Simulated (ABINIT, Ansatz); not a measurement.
An input for ABINIT 10.8.3 (CdTe (F-43m)):

```
acell 3*1.0 Angstrom
rprim 
  0.000000000000 3.240000000000 3.240000000000
  3.240000000000 0.000000000000 3.240000000000
  3.240000000000 3.240000000000 0.000000000000
ntypat 2
znucl 48 52
natom 2
typat 1 2
xred 
  0.000000000000 0.000000000000 0.000000000000
  0.250000000000 0.250000000000 0.250000000000
pp_dirpath "pseudos"
pseudos "Cd.upf, Te.upf"
ecut 47
ngkpt 4 4 4
nshiftk 1
shiftk 0 0 0
kptopt 1
chksymbreak 0
istwfk *1
occopt 1
irdwfk 1
optdriver 4
nband 267
gwcalctyp 0
ecutsigx 47
symsigma 1
nkptgw 1
kptgw 
  0.0000000000 0.0000000000 0.0000000000
bdgw 
  16 22
ecuteps 7.8
irdscr 1
ppmodel 2
indata_prefix "in"
outdata_prefix "out"
tmpdata_prefix "tmp"
```

```sh
OMP_NUM_THREADS=1 mpirun -n 8 abinit run.abi > log
```

Q: How long will it take on 8 MPI ranks of Intel Xeon Platinum 8375C at 2.90GHz (Ice Lake), shared host, and how much memory?

It took 40 s; on shared hardware allow 20 s to 81 s. Peak host memory was 4.2 GiB.

[Paths, hosts, dates, memory and timing lines, banners, echoed tables and standing remarks are left out of the program output.]

[Logs are printed without paths, hosts, clocks, repeated set-up lines and the standing remarks that a program may print on its own settings, such as how far it seeks lower states.]

[Runs of the session that timed out or met a known fault of the program may be left out.]

[Hosts, paths, dates, database ids (printed as entryN), source tags and the programs' standing remarks are cut or masked in the printed files.]

[G0W0 gaps are taken among the corrected bands and points alone; a level outside them can change the order at an edge.]

[Where Ansatz stands beside ABINIT at settings called matched, ABINIT's density can come from a denser mesh and the files from another edition; pairs whose starting gaps differed by over 0.03 eV were left out, so agreement reads better than it is.]
